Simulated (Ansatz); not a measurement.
# Bands, cutoff and cost in G0W0 for TiO2 (Rutile), part 2 of 2

Aim: see how the G0W0 gap of TiO2 (Rutile) on PBE moves with empty bands and screening cutoff, and what each rung costs.

Ansatz 0.2.0; G0W0 on PBE, plane waves, PAW. Known limits of the many-body steps: not at the basis limit.

So far. Step 4 (628 empty bands, screening to 270 eV): Against the run with 4×4×6 mesh, 370 empty bands, screening to 190 eV, hard PAW files, the gap moves by +0.03 eV.

## 5. 1049 empty bands, screening to 380 eV

File input.yaml:

```yaml
crystal:
  lattice:
    - [4.5922, 0.0, 0.0]
    - [0.0, 4.5922, 0.0]
    - [0.0, 0.0, 2.9574]
  atoms:
    - { symbol: Ti, position: [0.0, 0.0, 0.0] }
    - { symbol: Ti, position: [0.5, 0.5, 0.5] }
    - { symbol: O, position: [0.30496, 0.30496, 0.0] }
    - { symbol: O, position: [0.19504, 0.80496, 0.5] }
    - { symbol: O, position: [0.69504, 0.69504, 0.0] }
    - { symbol: O, position: [0.80496, 0.19504, 0.5] }
kpoints:
  mp_grid: { grid: [4, 4, 6] }
hamiltonian:
  xc: pbe
  pseudopotentials: { kind: paw, source: ansatz }
scf:
  occupations: { method: fixed }
gw:
  n_empty_bands: 1049
  ecut_chi: 380
  qp_bands: [v2, c2]
  qp_kpoints: band_edges
  screening: { model: contour_deformation }
```

Started as:

```
ansatz run input.yaml --threads 4 --pin off --max-ram 138240MiB --backend cuda --events-out ev --progress --plain --runs-dir out --devices 1 --max-vram 26GiB
```

Numbers of over 12 decimals in the logs are rounded to 6 here.

Output:

```text
GPUs: using 1 of 1 available (devices: 1).
[...]
GPU FFT provider: cuFFT
GPU libraries: cuBLAS 13.8.2, cuFFT 12.4.0, cuSOLVER 12.3.4
Crystal: 6 atoms, lattice volume = 62.367 Å³
Basis set: ecut = 930 eV, 4027 PW (Γ)
Bands: 30, of which v1, the nominal top of the filled ones, is band 24 counted from 1 (23 counted from 0)
Symmetry: 16 space group operations
[...]
k-points: 24 of 96
[...]
1    26     11.4871   -13.8190    -7.4090   -22.0297  0.7093    12.3041    12.2888  root
[...]
23    23      8.3994   -26.2325     4.1806   -21.3291  0.7034     7.6647     7.6768  root
    23    24      8.3994   -26.2325     4.1806   -21.3291  0.7034     7.6647     7.6768  root
    23    25     11.6781   -13.8499    -7.4065   -21.9550  0.6928    12.3897    12.3767  root
    23    26     11.6781   -13.8499    -7.4065   -21.9550  0.6928    12.3897    12.3767  root
[key lines of the parts left out:]
SCF converged after 9 iterations
Free energy (F): -7277.465569 eV
Fermi energy:    9.070438 eV
```

Elapsed: 2.9 min, on 1 × NVIDIA H100 80GB HBM3 (shared by 3 runs) with 4 threads of AMD EPYC 7R13 (Zen 3), shared host; peak memory 6.6 GiB.

Numbers from this step:

| Property | Result |
| --- | --- |
| bands summed | 1073 |
| RPA ε∞ on this mesh (eigenvalues) | 7.148, 7.148, 8.572 |
| plane waves in the screening matrix | 1057 |
| G0W0 gap on the mesh | 3.324 eV |
| k of the valence top | 0, 0, 0 |
| k of the conduction bottom | 0, -0.5, -0.5 |
| starting gap on the mesh | 1.891 eV |
| least direct G0W0 gap on the computed points | 3.377 eV |

Against the run with 4×4×6 mesh, 628 empty bands, screening to 270 eV, hard PAW files, the gap moves by +0.02 eV.

## 6. Changing the k mesh: 6×6×10 mesh, 163 empty bands, screening to 110 eV, hard PAW files

A second mesh at equal bands and cutoff isolates the sampling error. Bands and cutoff differ from the step before, so it is read against an earlier run that matches them.

input.yaml: that of step 5 with these lines changed.

```diff
@@ -13,3 +13,3 @@
 kpoints:
-  mp_grid: { grid: [4, 4, 6] }
+  mp_grid: { grid: [6, 6, 10] }
 hamiltonian:
@@ -20,4 +20,4 @@
 gw:
-  n_empty_bands: 1049
-  ecut_chi: 380
+  n_empty_bands: 163
+  ecut_chi: 110.0
   qp_bands: [v2, c2]
```

Output:

```text
GPUs: using 1 of 1 available (devices: 1).
[...]
GPU FFT provider: cuFFT
GPU libraries: cuBLAS 13.8.2, cuFFT 12.4.0, cuSOLVER 12.3.4
Crystal: 6 atoms, lattice volume = 62.367 Å³
Basis set: ecut = 930 eV, 4027 PW (Γ)
Bands: 30, of which v1, the nominal top of the filled ones, is band 24 counted from 1 (23 counted from 0)
Symmetry: 16 space group operations
[...]
k-points: 60 of 360
[...]
1    26     11.3667   -13.6262    -6.7339   -21.6344  0.7186    12.6811    12.6410  root
[...]
59    23      8.3991   -26.2177     4.7463   -21.3292  0.7133     8.2565     8.2569  root
    59    24      8.3991   -26.2177     4.7463   -21.3292  0.7133     8.2565     8.2569  root
    59    25     11.6785   -13.8611    -6.8773   -21.9547  0.7015    12.9367    12.8948  root
    59    26     11.6785   -13.8611    -6.8773   -21.9547  0.7015    12.9367    12.8948  root
[key lines of the parts left out:]
SCF converged after 9 iterations
Free energy (F): -7277.466530 eV
Fermi energy:    9.070098 eV
```

It took 3.3 min on 1 × NVIDIA H100 80GB HBM3 (shared by 3 runs) with 4 threads; peak memory 2.3 GiB.

This step gave:

```yaml
bands_summed: 187
rpa_eps_infinity_on_this_mesh_eigenvalues: 7.126, 7.126, 8.525
plane_waves_in_the_screening_matrix: 177
g0w0_gap_on_the_mesh: 3.242 eV
k_of_the_valence_top: 0, 0, 0
k_of_the_conduction_bottom: 0, -0.5, -0.5
starting_gap_on_the_mesh: 1.892 eV
least_direct_g0w0_gap_on_the_computed_points: 3.304 eV
```

Against the run with 4×4×6 mesh, 163 empty bands, screening to 110 eV, hard PAW files, the gap moves by +0.003 eV.

## 7. Convergence and cost

Times are wall times on 1 × NVIDIA H100 80GB HBM3 (shared by 3 runs) with 4 threads of AMD EPYC 7R13 (Zen 3), shared host, good to a factor of about two.

```tsv
mesh	files	frequency	bands summed	cutoff (eV)	start (eV)	G0W0 (eV)	time	host memory (GiB)
4×4×6	hard PAW	contour deformation	187	110	1.891	3.239	17 s	1.5
4×4×6	hard PAW	contour deformation	394	190	1.891	3.269	38 s	2.3
4×4×6	hard PAW	contour deformation	652	270	1.891	3.300	72 s	3.6
4×4×6	hard PAW	contour deformation	1073	380	1.891	3.324	2.9 min	6.6
6×6×10	hard PAW	contour deformation	187	110	1.892	3.242	3.3 min	2.3
```

The parts of the quasiparticle energy at the two band edges (eV; QP = start + Σx + Σc − Vxc):

```tsv
run	edge	start	Σx	Σc	Vxc	Z	QP
187 bands	valence top	9.07	-26.11	4.71	-21.33	0.71	8.99
187 bands	conduction bottom	11.00	-13.12	-6.84	-21.19	0.72	12.23
394 bands	valence top	9.07	-26.11	4.42	-21.33	0.70	8.71
394 bands	conduction bottom	11.00	-13.12	-7.10	-21.19	0.71	11.97
652 bands	valence top	9.07	-26.11	4.25	-21.33	0.70	8.54
652 bands	conduction bottom	11.00	-13.12	-7.23	-21.19	0.71	11.84
1073 bands	valence top	9.07	-26.11	4.13	-21.33	0.70	8.42
1073 bands	conduction bottom	11.00	-13.12	-7.32	-21.19	0.71	11.75
```

 Where G0W0 reorders the edges (187 bands, 394 bands, 652 bands and 1073 bands), the two states listed lie further apart at the start than the starting gap.

## 8. Results

```
187 bands, 110 eV                   : 3.239 eV
394 bands, 190 eV                   : 3.269 eV
652 bands, 270 eV                   : 3.300 eV
1073 bands, 380 eV                  : 3.324 eV
estimated limit in bands and cutoff : 3.36 eV
mesh and start                      : 4×4×6, PBE
```

A line in one over the bands through the two highest rungs gives 3.36 eV, +0.04 eV from the top rung; the pair below gives 3.35 eV, in fair agreement. The rungs stand 0.12 eV (187 bands), 0.09 eV (394 bands), 0.06 eV (652 bands) and 0.04 eV (1073 bands) from it. From 187 to 1073 bands the gap moves by +0.08 eV while the time grows 10-fold. Σc changes by −0.57 eV at the valence top and −0.49 eV at the conduction bottom, so the levels themselves move more than the gap between them. On the 6×6×10 mesh in place of 4×4×6 the gap differs by +0.003 eV, of which +0.001 eV is already in the start. The cheapest rung within 0.1 eV of this estimate is that with 394 bands (38 s). Gaps are over the mesh's points; an edge off the mesh would be missed.

[Paths, hosts, dates, memory and timing lines, banners, echoed tables and standing remarks are left out of the program output.]

[Logs are printed without paths, hosts, clocks, repeated set-up lines and the standing remarks that a program may print on its own settings, such as how far it seeks lower states.]

[Runs of the session that timed out or met a known fault of the program may be left out.]

[Cells called generated may have been cut or substituted from an entry of the Crystallography Open Database or the Materials Project.]

[Hosts, paths, dates, database ids (printed as entryN), source tags and the programs' standing remarks are cut or masked in the printed files.]
